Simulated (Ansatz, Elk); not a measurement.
**TiVSi2Ge2: X-ray structure factors from the self-consistent density**

The structure of TiVSi2Ge2 used here is made up (a known structure type with other elements) and was relaxed beforehand with PBEsol. The aim is the Fourier transform of its all-electron density, F(hkl), set beside the sum over free spherical atoms that refinements use.

Calculated with Elk 11.2.3 (patched build); DFT, PBE, all-electron APW+lo, Dirac cores, scalar-relativistic bands, static density, no spin.

This account leaves out most program logs.

The structure was built from a prototype and need not be the compound's stable phase.

## Step 1: Set-up

Symmetry: Amm2, No. 38, orthorhombic system. The conventional cell has a = 3.642 Å, b = 3.536 Å, c = 13.334 Å, α = 90.00°, β = 90.00°, γ = 90.00°. Ge has 4 Ge at 2.54 Å and 2 V at 2.65 Å and 2 Ti at 2.73 Å nearest. Nearest to Ge lie 4 Ge at 2.54 Å and 2 V at 2.68 Å and 2 Ti at 2.70 Å and 2 Si at 3.05 Å. V has 6 Si at 2.59 to 2.71 Å and 4 Ge at 2.65 to 2.68 Å nearest. Ti has 6 Si at 2.61 to 2.78 Å and 4 Ge at 2.70 to 2.73 Å nearest. Nearest to Si lie 2 Si at 2.38 Å and 4 Ti at 2.61 Å and 2 V at 2.71 Å. Nearest to Si lie 2 Si at 2.38 Å and 4 V at 2.59 Å and 2 Ti at 2.78 Å and 4 Ge at 3.05 to 3.09 Å. Farther neighbours are not listed.

## Step 2: Ground state and structure factors

An all-electron density is needed, since X-rays see the cores too. Task 0 finds the density and task 195 Fourier-transforms it; tshift is off so that phases refer to the origin typed.

elk.in reads:

```
tasks
  0
  195

xctype
  20

spinpol
  .false.

rgkmax
  7.0

gmaxvr
  14.0

lmaxo
  7

lmaxapw
  8

swidth
  0.002

tshift
  .false.

ramdisk
  .false.

hmaxvr
  5.5

maxscl
  120

epspot
  1e-06

sppath
  './'

avec
  6.88311092998 0.00000000000 0.00000000000
  0.00000000000 3.34105970754 12.59886042806
  0.00000000000 -3.34105970754 12.59886042806

atoms
  4
  'Ge.in'
  2
  0.5000000000 0.7471557584 0.7471557584   0.000000 0.000000 0.000000
  0.0000000000 0.2463420807 0.2463420807   0.000000 0.000000 0.000000
  'V.in'
  1
  0.5000000000 0.0991696881 0.0991696881   0.000000 0.000000 0.000000
  'Ti.in'
  1
  -0.0000000000 0.8994665389 0.8994665389   0.000000 0.000000 0.000000
  'Si.in'
  2
  0.5000000000 0.4450304482 0.4450304482   0.000000 0.000000 0.000000
  -0.0000000000 0.5601354857 0.5601354857   0.000000 0.000000 0.000000

ngridk
  6 7 7
```

Launch:

```bash
> OMP_NUM_THREADS=4 elk
```

The job ended after 2.5 min (4 threads of Arm Neoverse V1, shared host; peak memory 0.19 GiB; 9 min of CPU time).

SFACRHO.OUT:

```text

h k l indices transformed by vhmat matrix:
   1.000000000       0.000000000       0.000000000    
   0.000000000       1.000000000       0.000000000    
   0.000000000       0.000000000       1.000000000    

      h      k      l  multipl.   |H|            Re(F)            Im(F)           |F|

      0      0      0      1   0.0000000       137.00000     -0.16531894E-16   137.00000    
      0      1      1      1  0.49871061      -28.553771       3.9973880       28.832221    
      0     -1     -1      1  0.49871061      -28.553771      -3.9973880       28.832221    
      1      0      0      2  0.91284092      -1.0752622      0.71963230E-14   1.0752622    
      0      1      0      2  0.97279952       9.4079959      0.16675599       9.4094737    
      0     -1      0      2  0.97279952       9.4079959     -0.16675599       9.4094737    
      0      2      2      1  0.99742121       28.238709      -3.2017579       28.419640    
      0     -2     -2      1  0.99742121       28.238709       3.2017579       28.419640    
     -1     -1     -1      2   1.0401879      -1.0807115       19.850901       19.880297    
      1      1      1      2   1.0401879      -1.0807115      -19.850901       19.880297    
      0     -2     -1      2   1.2015671      -20.418034     -0.68917695       20.429661    
      0      2      1      2   1.2015671      -20.418034      0.68917695       20.429661    
     -1      0      1      4   1.3340230      0.27006080       24.957499       24.958960    
      1     -1      0      4   1.3340230      0.27006080      -24.957499       24.958960    
     -1      2      2      2   1.3520827     -0.81452993     -0.62508489       1.0267376    
     -1     -2     -2      2   1.3520827     -0.81452993      0.62508489       1.0267376    
      0      3      3      1   1.4961318      -84.483014       5.0827793       84.635774    
      0     -3     -3      1   1.4961318      -84.483014      -5.0827793       84.635774
```

Elk indexes on the primitive cell of elk.in and gives |H| = 4π sin θ/λ in inverse bohr. Below, one row stands for each form hkl of the conventional cell (m members, Friedel mates merged), F is for one primitive cell and the density is static (no thermal factor). Free-atom factors are Waasmaier and Kirfel's, and R is Σm||F|−|F'||/Σm|F|.

```csv
hkl,m,sin θ/λ (Å⁻¹),"abs F, DFT",neutral atoms,diff.,abs of complex diff.
002,2,0.075,28.832,29.019,-0.187,0.187
100,2,0.137,1.075,1.038,+0.037,0.037
011,4,0.146,9.409,9.418,-0.008,0.024
004,2,0.150,28.420,28.375,+0.044,0.046
102,4,0.156,19.880,19.795,+0.085,0.088
013,4,0.181,20.430,20.285,+0.144,0.151
111,8,0.201,24.959,24.850,+0.109,0.112
104,4,0.203,1.027,1.229,-0.203,0.273
006,2,0.225,84.636,85.081,-0.445,0.446
113,8,0.227,94.794,95.283,-0.489,0.489
015,4,0.235,25.710,26.064,-0.353,0.353
106,4,0.264,31.662,32.008,-0.346,0.349
115,8,0.272,29.770,29.951,-0.181,0.189
200,2,0.275,90.835,91.657,-0.822,0.822
```

## Step 3: The highest occupied states alone

An energy window below the Fermi level keeps the highest occupied states, to see at which angles they scatter; shallow core shells can lie inside it and anion s states outside. No new self-consistency is needed.

Changes to elk.in since step 2:

```diff
@@ -1,3 +1,2 @@
 tasks
-  0
   195
@@ -40,2 +39,5 @@
 
+wsfac
+  -0.172430 0.678810
+
 sppath
```

Launch:

```bash
> OMP_NUM_THREADS=4 elk
```

It took 16 s on 4 threads; peak memory 0.17 GiB; 24 s of CPU time.

States within 15 eV below the Fermi level hold 25.00 electrons; any levels below the window count with the cores. Their amplitudes can exceed the total, where window and core parts have opposite phase:

| hkl | sin θ/λ (Å⁻¹) | abs F, window | abs F, all |
| --- | --- | --- | --- |
| 002 | 0.075 | 1.514 | 28.832 |
| 100 | 0.137 | 0.902 | 1.075 |
| 011 | 0.146 | 0.721 | 9.409 |
| 004 | 0.150 | 0.372 | 28.420 |
| 102 | 0.156 | 1.879 | 19.880 |
| 013 | 0.181 | 1.855 | 20.430 |
| 111 | 0.201 | 0.852 | 24.959 |
| 104 | 0.203 | 0.549 | 1.027 |
| 006 | 0.225 | 2.245 | 84.636 |
| 113 | 0.227 | 2.586 | 94.794 |

## Step 4: Another functional

The difference from free atoms is small, so it is set against the change that PBEsol makes.

Changes to elk.in since step 3:

```diff
@@ -1,2 +1,3 @@
 tasks
+  0
   195
@@ -4,3 +5,3 @@
 xctype
-  20
+  22
 
@@ -39,5 +40,2 @@
 
-wsfac
-  -0.172430 0.678810
-
 sppath
```

Launch:

```bash
> OMP_NUM_THREADS=4 elk
```

Run time: 2.4 min. Hardware: 4 threads; peak memory 0.19 GiB; 8.6 min of CPU time.

Against the first run R = 0.04 %; the largest change is -0.037 at 220.

## Step 5: Basis size

The basis and the expansions that go with it are enlarged, to see whether the differences are converged.

Changes to elk.in since step 4:

```diff
@@ -5,3 +5,3 @@
 xctype
-  22
+  20
 
@@ -11,12 +11,12 @@
 rgkmax
-  7.0
+  8.5
 
 gmaxvr
-  14.0
+  18.0
 
 lmaxo
-  7
+  9
 
 lmaxapw
-  8
+  10
```

Launch:

```bash
> OMP_NUM_THREADS=4 elk
```

Elapsed: 7.2 min, on 4 threads; peak memory 0.39 GiB; 27 min of CPU time.

Against the first run R = 0.01 %; the largest change is -0.009 at 133.

## Step 6: Settings against the effect

```csv
run,R against the first run (%),"R against neutral atoms, low angle (%)",wall time
"PBE, rgkmax 7",0.00,0.66,2.5 min
PBEsol,0.04,0.68,2.4 min
rgkmax 8.5 with larger expansions,0.01,0.66,7.2 min
```

## Step 7: Outcome

* R against neutral atoms, sin θ/λ < 0.3 Å⁻¹: 0.66 %
* R against neutral atoms, 0.3 to 0.67 Å⁻¹: 0.23 %

Independent neutral atoms miss the calculated amplitudes by R = 0.66 % below 0.3 Å⁻¹ and 0.23 % from there to 0.67 Å⁻¹; by shells, 0.49 % below 0.15 Å⁻¹ (3 forms), 0.67 % 0.15 to 0.3 (15 forms), 0.35 % 0.3 to 0.45 (34 forms), 0.18 % above 0.45 (97 forms). Bonding, aspherical density and the tables' own atoms all enter these figures, and the runs don't part them. The largest change of an amplitude is -0.82 electrons, at 020. R counts amplitudes alone; phases shift too. Weak lines can change much in proportion: 104 goes from 1.23 to 1.03. The window's part falls from 25.0 electrons at the origin to at most 0.49 between 0.45 and 0.67 Å⁻¹. Below 0.3 Å⁻¹ the changes that finished (PBEsol and rgkmax 8.5 with larger expansions) move F by R = 0.03 % at most, against the 0.66 % that separates it from free atoms. The k-mesh has no finished test. These runs have no spin, though d or f shells may be open. Part of the difference isn't bonding: the tables are fits to free atoms and ions calculated by other methods than this functional. Thermal motion, anomalous dispersion and extinction are left out.

[Logs are printed without paths, hosts, clocks, repeated set-up lines and the standing remarks that a program may print on its own settings, such as how far it seeks lower states.]

[Hosts, paths, dates, database ids (printed as entryN), source tags and the programs' standing remarks are cut or masked in the printed files.]
